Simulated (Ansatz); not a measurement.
# RaF2: optical spectrum from first principles

Aim: the dielectric function of RaF2, and the optical constants that follow from it. The cell comes from an older database entry, whose edges can differ from later determinations, mostly by under a per cent.

Method: DFT, PBE, plane-wave PAW, default files, scalar-relativistic, independent-particle optical response without local fields, in Ansatz 0.2.0.

The database entry behind the starting cell is an old determination (1936), so it need not match the best structure at ambient conditions.

## 1. The structure

Symmetry: Fm-3m, No. 225, cubic system. Conventional cell: a = 6.368 Å, b = 6.368 Å, c = 6.368 Å, α = 90.00°, β = 90.00°, γ = 90.00°. Nearest to Ra lie 8 F at 2.76 Å. Nearest to F lie 4 Ra at 2.76 Å. Farther neighbours and most contacts between anions are not listed.

## 2. Ground state and bands

First the ground state: is it a metal or has it a gap?

This step: DFT, PBE, plane-wave PAW, default files, scalar-relativistic, ground state (Ansatz 0.2.0).

Input file input.yaml:

```yaml
crystal:
  lattice:
    - [0.0, 3.184, 3.184]
    - [3.184, 0.0, 3.184]
    - [3.184, 3.184, 0.0]
  atoms:
    - { symbol: Ra, position: [0.0, 0.0, 0.0] }
    - { symbol: F, position: [0.75, 0.75, 0.75] }
    - { symbol: F, position: [0.25, 0.25, 0.25] }
kpoints:
  mp_grid: { grid: [6, 6, 6] }
  band_path:
    path:
      - [[0.0, 0.0, 0.0], [0.5, 0.0, 0.5], [0.5, 0.25, 0.75], [0.375, 0.375, 0.75], [0.0, 0.0, 0.0], [0.5, 0.5, 0.5], [0.625, 0.25, 0.625], [0.5, 0.25, 0.75], [0.5, 0.5, 0.5], [0.375, 0.375, 0.75]]
      - [[0.625, 0.25, 0.625], [0.5, 0.0, 0.5]]
    npoints: 7
scf:
  occupations: { method: fermi_dirac, width: 0.05 }
  n_extra_bands: 7
hamiltonian:
  xc: pbe
  pseudopotentials: { kind: paw }
output:
  forces: true
  stress: true
  populations: true
  write_bands: true
  write_density: true
  write_potential: true
  elf: true
  volumetric_format: npy
```

On the command line:

```
ansatz run input.yaml --threads 2 --pin off --max-ram 5120MiB --backend cpu --events-out ev --progress --plain --runs-dir out
```

Numbers of over 12 decimals in the logs are rounded to 6 here.

Log:

```text
scf.n_extra_bands = 7 over 17 filled bands (N_el = 34.0): the run solves 24 bands
Engine: ansatz 0.2.0, aarch64-unknown-linux-gnu
Pseudopotentials: kind: paw
Pseudopotential: Ra, paw, valence charge 20, recommended cutoff 540 eV (normal), Ra.paw.azcp
Pseudopotential: F, paw, valence charge 7, recommended cutoff 420 eV (normal), F.paw.azcp
Functional definition: PBE
  parameter kappa = 0.804
  parameter beta = 0.066725
  exchange = pbe_x(kappa = kappa, mu = beta*pi^2/3)
  correlation = pbe_c(beta = beta)
Crystal: 3 atoms, lattice volume = 64.558 Å³
Basis set: ecut = 540 eV, 1837 PW (Γ), exchange–correlation on 80×80×80 points (8 copies of the dense FFT grid, shifted against one another)
Bands: 24, of which v1, the nominal top of the filled ones, is band 17 counted from 1 (16 counted from 0)
Symmetry: 48 space group operations
Space group: Fm-3m (ITA 225), of the structure as read, at distance tolerance 4.0e-5 Å
k-points: 16 of 216
Non-local potential: Ra, projectors of the file, l = 0: 3, l = 1: 3, l = 2: 3, l = 3: 3
Non-local potential: F, projectors of the file, l = 0: 2, l = 1: 2, l = 2: 1
PAW form: soft (Blöchl's): semilocal exchange-correlation on the pseudo side does not see the compensation charge
PAW one-centre angular grid: Ra, 590 points (default); XC on 64 Gauss nodes
PAW one-centre angular grid: F, 110 points (default); XC on 64 Gauss nodes
Initial density: superposition of atomic densities (chi_scale 0.1, normalization cell, long waves kept (reshape's long-wave potential 0.00 eV rms))
Initial wavefunctions: pseudopotential atomic-orbital guess
Functional: x = pbe(κ = 0.804, μ = 0.219515), c = pbe(β = 0.066725)
SCF iter   1: F=—  HF=-16988.390987 eV  |F-HF|=—  |Δ(HF+E_count)|=         —  Δρ=2.17e-1  dr2=2.91e1  ethr=3.10e-3  ⟨swp⟩=9.2  Hψ=2536  notcnv=0  defer=2
preconditioner: auto → none  [insulator: Δε(μ)=2.566 eV  Ē_g=13.540 eV  σ=0.050 eV  W_gap=1.00  n_scr=14 (ndim 8)  ℏωp=21.7 eV  f_vac=0.027  D(μ)=0.00/eV (n_scr^D=0)  ε∞_Penn≈3.6]
SCF iter   2: F=—  HF=-16984.908065 eV  |F-HF|=—  |Δ(HF+E_count)|=    3.48e0  Δρ=1.81e-1  dr2=1.35e1  ethr=3.10e-3  ⟨swp⟩=5.0  Hψ=1224  notcnv=0  defer=41
SCF iter   3: F=—  HF=-16980.754476 eV  |F-HF|=—  |Δ(HF+E_count)|=    4.15e0  Δρ=2.75e-2  dr2=4.58e-1  ethr=3.10e-3  ⟨swp⟩=4.2  Hψ=820  notcnv=0  defer=42
SCF iter   4: F=—  HF=-16980.730953 eV  |F-HF|=—  |Δ(HF+E_count)|=   2.35e-2  Δρ=1.45e-2  dr2=9.33e-2  ethr=1.35e-3  ⟨swp⟩=2.1  Hψ=760  notcnv=0  defer=42
SCF iter   5: F=—  HF=-16980.712791 eV  |F-HF|=—  |Δ(HF+E_count)|=   1.82e-2  Δρ=1.23e-3  dr2=8.59e-4  ethr=2.74e-4  ⟨swp⟩=3.0  Hψ=698  notcnv=0  defer=41
SCF iter   6: F=—  HF=-16980.713516 eV  |F-HF|=—  |Δ(HF+E_count)|=   7.25e-4  Δρ=3.19e-4  dr2=4.98e-5  ethr=2.53e-6  ⟨swp⟩=2.0  Hψ=558  notcnv=0  defer=41
SCF iter   7: F=—  HF=-16980.713558 eV  |F-HF|=—  |Δ(HF+E_count)|=   4.18e-5  Δρ=8.37e-5  dr2=4.67e-6  ethr=1.47e-7  ⟨swp⟩=2.4  Hψ=504  notcnv=0  defer=41
SCF iter   8: F=—  HF=-16980.713558 eV  |F-HF|=—  |Δ(HF+E_count)|=   6.26e-7  Δρ=2.59e-5  dr2=4.64e-7  ethr=1.37e-8  ⟨swp⟩=2.0  Hψ=430  notcnv=0  defer=41
SCF iter   9: F=-16980.713557 eV  HF=-16980.713557 eV  |F-HF|=1.11e-8  |Δ(HF+E_count)|=   1.11e-7  Δρ=4.40e-6  dr2=1.29e-8  ethr=2.94e-10  ⟨swp⟩=17.7  Hψ=3440  notcnv=0
SCF 1 converged in 9 iterations: F = -16980.713557 eV  dr2 = 1.29e-8
  greatest PAW one-centre occupation: 0.994 electrons in one spin orbital (limit 2), on the Ra atom at site 0 (counted from 0), in its partial waves of l = 2
NSCF: frozen V_eff on 72 k-points
SCF converged after 9 iterations
Free energy (F): -16980.713557 eV
Harris-Foulkes:  -16980.713557 eV  (|F-HF|=1.11e-8)
Internal energy: -16980.713557 eV  (E = F + TS)
E sigma→0 (E₀):  -16980.713557 eV
Fermi energy:    7.920154 eV
--- Per-component energies (eV) ---
  E_band       = -595.890962
  E_kinetic    = 740.463989
  E_local      = -4095.449447  (includes V_loc(G=0)·N_el)
  E_nonlocal   = 632.468327
  E_hartree    = 1541.443290
  E_xc         = -760.426334
  E_vxc        = -402.442800  (∫ρ·V_xc dr)
  E_paw        = -11829.211702  (= ΣΔE_a)
  E_vpaw       = -553.815168  (= ΣTr[D̂ρ^β])
  E_aug_tail   = 0.001388  (compensation charges beyond the density's cutoff)
  E_ewald      = -3210.003068
  E_smearing   = -0.000000  (= −TS)
  E_closure    = 0.000000  (closes the sum)
  Σ components = -16980.713557   (vs F -16980.713557, Δ=0.00e0)
--- Forces (eV/Å), atoms counted from 1 ---
  atom   1  Ra    -0.00000000     0.00000000     0.00000000
  atom   2  F     -0.00000000     0.00000000    -0.00000000
  atom   3  F     -0.00000000    -0.00000000    -0.00000000
  max |Σ_I F_I| component: 1.85e-17 eV/Å
--- Stress (GPa, compression-positive) ---
        1.873603      -0.000000      -0.000000
       -0.000000       1.873603      -0.000000
        0.000000       0.000000       1.873603
  P = ⅓ Tr σ = 1.8736 GPa (18.736 kbar)
--- Band table (eV; the first three rows and the last of 16) ---
  k-point 0: bands = [... 13 lower, 3.3369, 4.6165, 4.6165, 4.6165, 10.8511, 14.5924, 14.5924, 16.7046, ... 3 higher]
  k-point 1: bands = [... 13 lower, 3.6222, 4.4260, 4.6093, 4.6093, 11.5184, 14.4940, 14.4940, 16.2893, ... 3 higher]
  k-point 2: bands = [... 13 lower, 4.0736, 4.2493, 4.6255, 4.6255, 12.8262, 14.3961, 14.3961, 15.1614, ... 3 higher]
  k-point 15: bands = [... 13 lower, 4.4114, 4.4415, 4.5018, 4.5693, 12.2295, 14.6034, 15.2936, 15.8663, ... 3 higher]
--- Löwdin populations: 3 sites ---
  site symbol       q [e]
     0     Ra     18.2081
     1      F      7.7907
     2      F      7.7907
  spilling = 0.006192 (of n_electrons = 34.000000)
```

It took 3.5 s on 2 threads of Arm Neoverse V2, shared host; peak memory 0.43 GiB.

The column dr2 measures how far the density is from self-consistency, as an energy; F and HF (Harris–Foulkes) agree once it is small.

Read-outs, printed or worked out from the files:

| Item | Value |
| --- | --- |
| free energy | -16980.7136 eV |
| Fermi energy | 7.920 eV |
| gap by band count | 6.093 eV |
| electrons | 34 |
| symmetry operations | 48 |
| pressure | 1.874 GPa |
| gap on the k-mesh | 6.093 eV |
| volume | 64.56 Å³ |
| gap on the path | 6.072 eV |
| least direct gap on the path | 6.235 eV |

There is a gap, 6.07 eV on the path, so no carriers' term is needed. The cell is left with a pressure of 1.9 GPa, as it stands unrelaxed at this level.

Electronic bands along the path, in eV, zero at the Fermi level; v1 is the highest filled band, c1 the lowest empty one:

```tsv
point	v4	v3	v2	v1	c1	c2	c3	c4
Γ	-4.58	-3.30	-3.30	-3.30	2.93	6.67	6.67	8.78
0.43 of the way	-4.18	-3.91	-3.22	-3.22	4.25	5.99	7.12	7.73
X	-3.58	-3.45	-3.27	-3.27	4.13	6.24	8.51	9.49
0.57 of the way	-3.53	-3.47	-3.39	-3.33	4.27	6.57	7.53	8.19
W	-3.50	-3.48	-3.43	-3.43	4.38	7.11	7.22	7.22
0.43 of the way	-3.50	-3.49	-3.39	-3.36	4.39	6.82	7.19	7.67
K	-3.50	-3.49	-3.35	-3.32	4.39	6.60	7.30	8.11
0.57 of the way	-4.06	-3.75	-3.38	-3.19	4.36	6.35	6.52	7.95
Γ	-4.58	-3.30	-3.30	-3.30	2.93	6.67	6.67	8.78
0.43 of the way	-4.14	-3.58	-3.31	-3.31	3.96	6.54	6.54	8.11
L	-3.92	-3.42	-3.27	-3.27	5.87	6.15	6.46	6.46
0.43 of the way	-4.02	-3.44	-3.29	-3.23	5.16	6.24	6.64	7.42
U	-3.50	-3.49	-3.35	-3.32	4.39	6.60	7.30	8.11
0.57 of the way	-3.50	-3.49	-3.39	-3.36	4.39	6.82	7.19	7.67
W	-3.50	-3.48	-3.43	-3.43	4.38	7.11	7.22	7.22
0.43 of the way	-3.83	-3.46	-3.31	-3.24	4.74	6.62	6.89	7.47
L	-3.92	-3.42	-3.27	-3.27	5.87	6.15	6.46	6.46
0.57 of the way	-3.89	-3.45	-3.30	-3.23	4.88	6.46	6.77	7.57
K	-3.50	-3.49	-3.35	-3.32	4.39	6.60	7.30	8.11
jump to U	-3.50	-3.49	-3.35	-3.32	4.39	6.60	7.30	8.11
0.57 of the way	-3.53	-3.46	-3.31	-3.28	4.18	6.33	8.09	9.01
X	-3.58	-3.45	-3.27	-3.27	4.13	6.24	8.51	9.49
```

Electrostatic potential energy in the ac plane of a cell with a along [110], b along [-110] and c along [001] of the cube at fractional y = 0.000, with atoms of Ra and F within 0.2 Å of it. With pseudopotentials it is smooth inside the atoms' cores, unlike the true potential.

Ten even steps from '_' (-85 eV) to '@' (12 eV), each cell a mean:
```
##__==%%@@@@@@@@@@%%==__##==..##@@@@@@@@@@@@##__==
__--##@@@@@@@@@@@@@@##--__..++%%@@@@@@@@@@@@%%++..
##%%%%@@@@%%##%%@@@@%%%%####%%@@@@@@####@@@@@@%%##
@@@@@@@@%%++++**@@@@@@@@@@@@@@@@@@##++++##@@@@@@@@
@@@@@@@@%%++++++@@@@@@@@@@@@@@@@@@##++++##@@@@@@@@
@@@@@@@@@@%%##%%@@@@@@@@@@@@@@@@@@@@####@@@@@@@@@@
@@@@@@@@@@@@@@@@@@@@@@@@@@@@@@@@@@@@@@@@@@@@@@@@@@
@@@@@@@@@@@@@@@@@@@@@@@@@@@@@@@@@@@@@@@@@@@@@@@@@@
@@@@@@@@@@@@@@@@@@@@@@@@@@@@@@@@@@@@@@@@@@@@@@@@@@
@@@@@@@@@@@@@@@@@@@@@@@@@@@@@@@@@@@@@@@@@@@@@@@@@@
@@@@@@@@@@@@@@@@@@@@@@@@@@@@@@@@@@@@@@@@@@@@@@@@@@
@@@@@@@@@@**++##@@@@@@@@@@@@@@@@@@%%****%%@@@@@@@@
@@@@@@@@%%++==++%%@@@@@@@@@@@@@@@@**++++##@@@@@@@@
%%%%@@@@@@**++**@@@@@@%%%%%%@@@@@@%%++++%%@@@@@@%%
==**%%@@@@@@%%@@@@@@%%**==++##%%@@@@@@@@@@@@%%##++
..__**%%@@@@@@@@@@%%**__::__--%%@@@@@@@@@@@@##--__
@@::--%%@@@@@@@@@@%%--::@@##__##@@@@@@@@@@@@##__##
```

Valence density in the ac plane of a cell with a along [110], b along [-110] and c along [001] of the cube at fractional y = 0.000, with atoms of Ra and F within 0.2 Å of it. It is the smooth field of the valence electrons, not physical close to the nuclei.

Ten steps, logarithmic in the rise over the least value, from '_' (0 e/Å³) to '@' (20 e/Å³), each cell a mean:
```
%%##==::..______..::==##%%%%**--..________..--**%%
**++--......::......--++****==::....::::....::==**
----::..::==++==::..::------::....--++++--....::--
....__..==##%%##--..__..........::++%%%%++::......
______..==##%%##--..____________::++%%%%++::______
________::==**==::______________..--++++--..______
________....::....________________..::::..________
__________________________________________________
__________________________________________________
__________......____________________....__________
________..------..______________..::----::..______
______..--**##**--..____________::==####==::______
______..==##@@##==..____________::**%%%%**::______
::::....--**##**--....::::::....::==####==::....::
====::....--==--....::======--::..::----::..::--==
##**==::..........::==**####++--............--++##
@@##++::..______..::++%%@@%%**--..________..--**%%
```

## 3. Spectrum

With the density converged, the vertical transitions are summed over the zone.

This step: DFT, PBE, plane-wave PAW, default files, scalar-relativistic, independent-particle optical response without local fields (Ansatz 0.2.0).

input.yaml, the sections that differ from step 2:

```yaml
kpoints:
  mp_grid: { grid: [6, 6, 6] }
scf:
  occupations: { method: fixed }
output:
  optics:
    e_range: [0, 40]
    de: 0.05
    sigma: 0.15
    nscf_kmesh: { grid: [8, 8, 8] }
    bands: auto
# crystal, hamiltonian: as in step 2
```

Log:

```text
[...]
Crystal: 3 atoms, lattice volume = 64.558 Å³
Basis set: ecut = 540 eV, 1837 PW (Γ)
Bands: 21, of which v1, the nominal top of the filled ones, is band 17 counted from 1 (16 counted from 0)
Symmetry: 48 space group operations
[...]
k-points: 16 of 216
[...]
SCF iter   1: F=—  HF=-16988.390668 eV  |F-HF|=—  |Δ(HF+E_count)|=         —  Δρ=2.17e-1  dr2=2.90e1  ethr=3.10e-3  ⟨swp⟩=5.9  Hψ=1567  notcnv=0  defer=23
[...]
SCF iter  11: F=-16980.713627 eV  HF=-16980.713627 eV  |F-HF|=0.00e0  |Δ(HF+E_count)|=  7.28e-12  Δρ=2.66e-8  dr2=1.85e-13  ethr=1.00e-12  ⟨swp⟩=7.4  Hψ=1706  notcnv=0
SCF 1 converged in 11 iterations: F = -16980.713627 eV  dr2 = 1.85e-13
[...]
NSCF: frozen V_eff on 29 k-points
output.optics: what the bands over the 77 summed would add to eps1, eps2 and the energy-loss function is held between a lower and an upper bound (6 Lanczos steps). eps1, eps2 and their loss function (loss_summed_bands) are given on every row as the summed bands alone make them. Along an axis, on a row where the two bounds hold the loss function to about 1 % of the greater of itself and 0.5 % of |1/eps|, its cell (loss_completed) is given, with the completed eps1 and eps2 that it is formed of (a cell that is left empty reads nan in the table and null in the record). The two bounds hold it so along every axis on all 801 rows up to 40.000 eV. [rest of the remark cut]
SCF converged after 11 iterations
Free energy (F): -16980.713627 eV
[...]
Internal energy: -16980.713627 eV  (E = F + TS)
E sigma→0 (E₀):  -16980.713627 eV
Fermi energy:    4.758310 eV
[...]
--- Band table (eV; the first three rows and the last of 16) ---
  k-point 0: bands = [... 13 lower, 3.3370, 4.6166, 4.6166, 4.6166, 10.8511, 14.5924, 14.5924, 16.7046]
  k-point 1: bands = [... 13 lower, 3.6223, 4.4261, 4.6094, 4.6094, 11.5184, 14.4940, 14.4940, 16.2893]
  k-point 2: bands = [... 13 lower, 4.0737, 4.2494, 4.6256, 4.6256, 12.8261, 14.3961, 14.3961, 15.1614]
  k-point 15: bands = [... 13 lower, 4.4115, 4.4416, 4.5018, 4.5694, 12.2295, 14.6034, 15.2936, 15.8663]
```

It took 36 s on 2 threads; peak memory 0.89 GiB.

Read-outs, printed or worked out from the files:

* electronic dielectric constant ε∞, mean over x, y and z (by symmetry where fewer were run): 2.602
* absorption onset, first axis (α over 10⁴ cm⁻¹, or the direct gap if that lies higher): 6.234 eV
* main peak of Im epsilon, first axis: 16.46 eV
* centre of weight of the strongest loss peak in the window: 21.35 eV
* least direct gap on the mesh: 6.234 eV
* bands summed: 77
* spectra valid up to: 48.53 eV
* program's estimate of the k-sum error in Im epsilon: 0.06 %
* electrons in the f-sum: 31.69

Im ε, any direction against photon energy; read off at these points:

```tsv
photon energy (eV)	Im ε, any direction
5.0	0
6.0	0.00136
7.0	0.471
8.0	1.02
9.0	1.20
10.0	4.00
11.0	2.70
12.0	0.690
13.0	2.54
13.3	3.36
14.0	2.91
14.3	3.55
15.0	1.28
16.0	3.15
16.5	3.99
17.0	2.81
17.2	3.18
18.0	0.635
19.0	2.68
20.0	1.51
21.0	0.651
22.0	0.671
23.0	0.815
24.0	0.723
25.0	0.563
26.0	0.311
27.0	0.204
28.0	0.258
29.0	0.333
30.0	0.307
31.0	0.314
32.0	0.298
33.0	0.298
34.0	0.260
35.0	0.187
36.0	0.206
37.0	0.130
38.0	0.122
39.0	0.107
40.0	0.112
```

Table of Re ε, any direction by photon energy:

```tsv
photon energy (eV)	Re ε, any direction
0	2.60
1	2.61
2	2.64
3	2.70
4	2.80
5	2.95
6	3.28
7	3.56
8	3.63
9	3.77
10	3.36
11	1.63
12	2.65
13	3.30
14	1.70
15	0.450
16	2.27
17	0.328
18	0.280
19	0.183
20	-0.495
21	-0.178
22	0.782
23	0.175
24	0.252
25	0.164
26	0.279
27	0.425
28	0.667
29	0.695
30	0.599
31	0.705
32	0.680
33	0.673
34	0.668
35	0.662
36	0.709
37	0.730
38	0.731
39	0.784
40	0.825
```

The reflectivity at normal incidence, any direction has structure finer than the step of the table below, so its rows give means over 1 eV, whole bins alone (the curve runs from 0 to 40 eV). Peaks (eV: height): 10.0: 20.1, 14.5: 22.6, 16.6: 26.3, 17.5: 36.9, 20.4: 30.2, 24.7: 13.4.

Reflectivity at normal incidence, any direction against photon energy; means over each step:

photon energy (eV), reflectivity at normal incidence, any direction (%) and a bar:
```
        1        5.6 ######
        2        5.7 ######
        3        5.9 ######
        4        6.3 #######
        5        7.0 #######
        6        8.4 #########
        7        9.8 ###########
        8       10.4 ###########
        9       12.8 ##############
       10       17.6 ####################
       11       14.7 ################
       12        7.7 ########
       13       14.3 ################
       14       17.9 ####################
       15       12.0 #############
       16       16.2 ##################
       17       26.7 ##############################
       18       16.2 ##################
       19       20.5 #######################
       20       26.5 ##############################
       21       23.7 ###########################
       22        5.8 ######
       23       11.7 #############
       24       10.5 ###########
       25       13.1 ##############
       26        9.4 ##########
       27        4.8 #####
       28        1.9 ##
       29        1.8 ##
       30        2.1 ##
       31        1.5 #
       32        1.4 #
       33        1.6 #
       34        1.5 #
       35        1.4 #
       36        1.2 #
       37        0.9 
       38        0.7 
       39        0.5
```

Refractive index n and extinction k against photon energy:

```tsv
photon energy (eV)	n	k
0	1.61	0
1	1.62	0
2	1.63	0
3	1.64	0
4	1.67	0
5	1.72	0
6	1.81	3.8e-4
7	1.89	0.124
8	1.92	0.266
9	1.97	0.306
10	2.07	0.965
11	1.55	0.874
12	1.64	0.21
13	1.93	0.658
14	1.59	0.913
15	0.950	0.673
16	1.75	0.900
17	1.26	1.12
18	0.698	0.455
19	1.20	1.12
20	0.740	1.02
21	0.498	0.653
22	0.952	0.352
23	0.710	0.574
24	0.714	0.507
25	0.612	0.460
26	0.590	0.263
27	0.670	0.153
28	0.831	0.155
29	0.856	0.195
30	0.797	0.192
31	0.859	0.183
32	0.843	0.176
33	0.839	0.178
34	0.832	0.156
35	0.821	0.114
36	0.850	0.121
37	0.858	0.0756
38	0.858	0.0713
39	0.887	0.0602
40	0.910	0.0615
```

The loss function −Im 1/ε at q → 0, any direction has structure finer than the step of the table below, so its rows give means over 1 eV, whole bins alone (the curve runs from 0 to 40 eV). Peaks (eV: height): 11.6: 0.505, 15.0: 0.696, 17.9: 1.34, 21.4: 2.46, 25.6: 2.07.

Loss function −Im 1/ε at q → 0, any direction against energy loss; means over each step:

```tsv
energy loss (eV)	loss function −Im 1/ε at q → 0, any direction
5	0
6	0.00456
7	0.0359
8	0.0669
9	0.0597
10	0.148
11	0.273
12	0.209
13	0.175
14	0.254
15	0.456
16	0.192
17	0.331
18	0.715
19	0.401
20	0.658
21	1.56
22	0.890
23	1.07
24	1.19
25	1.64
26	1.76
27	0.960
28	0.518
29	0.583
30	0.621
31	0.513
32	0.499
33	0.539
34	0.502
35	0.435
36	0.403
37	0.276
38	0.236
39	0.176
```

Optical constants at common wavelengths, from n + ik = √ε:

```tsv
wavelength (nm)	n	k	R (%)	1/α
1550	1.61	0.000	5.5	over 1 mm
532	1.63	0.000	5.8	over 1 mm
450	1.64	0.000	5.9	over 1 mm
405	1.65	0.000	6.0	over 1 mm
308	1.67	0.000	6.3	over 1 mm
248	1.72	0.000	7.0	over 1 mm
193	1.88	0.063	9.4	245 nm
```

Rows near the edge hang on the gap, which this functional as a rule makes too small, and phonon-assisted absorption is left out.

A film 1 µm thick would pass 89 % of daylight and look colourless in transmission (x = 0.313, y = 0.329).

The f-sum over the summed bands holds 31.7 of the cell's 34 electrons outside the frozen cores, 16 of which lie in bands more than 12 eV below the Fermi level, whose transitions come at higher energies. Up to 40 eV the strength has a mean oscillator energy of 15.6 eV, close to the main peak.

[end of part 1 of 2]

[Logs are printed without paths, hosts, clocks, repeated set-up lines and the standing remarks that a program may print on its own settings, such as how far it seeks lower states.]

[Hosts, paths, dates, database ids (printed as entryN), source tags and the programs' standing remarks are cut or masked in the printed files.]
